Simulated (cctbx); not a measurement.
# TmTiSn2: solution and refinement

Cell a = 4.3930 Å, b = 18.0720 Å, c = 4.4690 Å, α = 90.00°, β = 90.00°, γ = 90.00°; space group Cmcm (no. 63); content Tm4 Sn8 Ti4.

Simulated single-crystal data (cctbx): Mo Kα, λ = 0.71073 Å, to d = 0.84 Å, 95 % of the full sphere, strongest reflection 40000 counts, noise from counting, a 1.5 % proportional error and a noise floor of 2 counts (s.d.); no absorption.

Charge flipping in P1 on normalised amplitudes to 0.9 Å, δ = 1 σ, 10 % of the reflections treated as weak, 200 cycles:

```text
cycle      R  skewness
    0  0.579     0.31
   16  0.469     1.72
   32  0.435     3.47
   48  0.451     3.33
   64  0.450     3.49
   80  0.441     3.58
   96  0.438     3.56
  112  0.440     3.49
  128  0.423     3.34
  144  0.435     3.78
  160  0.445     3.71
  176  0.427     3.65
  192  0.432     3.55
origin shift          correlation  skewness
 0.380  0.172  0.094      0.938      3.58
 0.377  0.005  0.106      0.937      3.09
 0.379  0.332  0.094      0.931      2.68
 0.378  0.224  0.121      0.921      2.40
taken: symmetry correlation 0.938, skewness 3.58
peak      x       y       z  mult  height/sigma
Q1    0.0000  0.3880  0.7500    4     11.6
Q2    0.0000  0.0550  0.7500    4      9.0
Q3    0.0000  0.2661  0.2500    4      6.6
Q4    0.0000  0.1909  0.7500    4      4.0
Q5    0.0000  0.1719  0.2500    4      3.4
Q6    0.0000  0.0719  0.2500    4      2.6
Q7    0.0000  0.1115  0.0324    8      2.0
Q8    0.2137  0.1091  0.2500    8      1.7
Q9    0.0000  0.4466  0.2500    4      1.5
```

The origin is taken among those within 0.04 of the best correlation, by the skewness of the map.

Run time: 0.49 s on 1 thread of Arm Neoverse N1, with other jobs on the host, peak memory 0.07 GiB.

**Question.** Which peaks are atoms, and which elements?

Heights go roughly as Z and multiplicities must add up to the content. First model: Q1 = Tm1 (4 in the cell, height 11.6), Q2 = Sn1 (4 in the cell, height 9.0), Q3 = Sn2 (4 in the cell, height 6.6) and Q4 = Ti1 (4 in the cell, height 4.0). Against the true structure, Q1 is Tm, Q2 is Sn, Q3 is Sn and Q4 is Ti; the other peaks are not atoms.

Least squares on F², isotropic:

```text
Rint 0.017, 203 unique reflections to 0.84 A
cycle     R1     wR2    GooF  max shift (A)
   1  0.7015  0.9414  68.136   0.31315
   3  0.0060  0.0126   0.910   0.00000
final R1 0.0060 wR2 0.0126 GooF 0.910  parameters 8  data/parameter 25.4
atom        x        y        z      Ueq    occ   su(xyz)  su(Uiso or U11)
Tm1    0.00000  0.38722  0.75000   0.0160  1.000  0.00001  0.0001
Sn1    0.00000  0.04441  0.75000   0.0196  1.000  0.00002  0.0001
Sn2    0.00000  0.24871  0.25000   0.0151  1.000  0.00001  0.0001
Ti1    0.00000  0.17911  0.75000   0.0207  1.000  0.00004  0.0002
difference map: max 0.25 min -0.37 rms 0.08
Q1    0.0000  0.1579  0.0275    8    0.26  1.30 A from Ti1
Q2    0.1265  0.4226  0.2500    8    0.23  1.75 A from Sn1
Q3    0.1114  0.0666  0.0781   16    0.22  1.60 A from Sn1
Q4    0.0000  0.3675  0.1108    8    0.20  1.65 A from Tm1
Q5    0.1243  0.0439  0.7500    8    0.20  0.55 A from Sn1
```

Anisotropic refinement:

```text
Rint 0.017, 203 unique reflections to 0.84 A
cycle     R1     wR2    GooF  max shift (A)
   1  0.0060  0.0126   0.930   0.00011
   2  0.0058  0.0121   0.896   0.00000
final R1 0.0058 wR2 0.0121 GooF 0.896  parameters 16  data/parameter 12.7
atom        x        y        z      Ueq    occ   su(xyz)  su(Uiso or U11)
Tm1    0.00000  0.38722  0.75000   0.0160  1.000  0.00001  0.0001
Sn1    0.00000  0.04440  0.75000   0.0196  1.000  0.00002  0.0001
Sn2    0.00000  0.24871  0.25000   0.0151  1.000  0.00001  0.0001
Ti1    0.00000  0.17911  0.75000   0.0207  1.000  0.00004  0.0004
difference map: max 0.25 min -0.36 rms 0.07
Q1    0.0000  0.1586  0.0162    8    0.25  1.25 A from Ti1
Q2    0.1131  0.0681  0.0754   16    0.22  1.60 A from Sn1
Q3    0.1247  0.4219  0.2500    8    0.21  1.76 A from Sn1
Q4    0.0000  0.0000  0.0000    4    0.20  1.38 A from Sn1
Q5    0.0000  0.3662  0.1182    8    0.20  1.69 A from Tm1
Q6    0.1148  0.0132  0.0797   16    0.18  1.39 A from Sn1
```

**Reading.** The refinement ends at R1 = 0.0058, wR2 = 0.0121, GooF = 0.90, with difference density between -0.36 and 0.25 e/Å³. Every site matches the true model in element, within 0.001 Å r.m.s., up to an allowed shift of origin.

True model:

```
atom  mult.    x       y    z  Ueq (Å²)
 Tm1      4    0  0.8872  1/4    0.0161
 Sn1      4  1/2  0.7513  1/4    0.0152
 Sn2      4    0  0.5444  1/4    0.0197
 Ti1      4    0  0.6791  1/4    0.0208
```

This is a model crystal, built by substitution and not relaxed, with assumed displacement parameters.

[Middle refinement cycles are left out of these outputs.]

[Logs are printed without paths, hosts, clocks, repeated set-up lines and the standing remarks that a program may print on its own settings, such as how far it seeks lower states.]
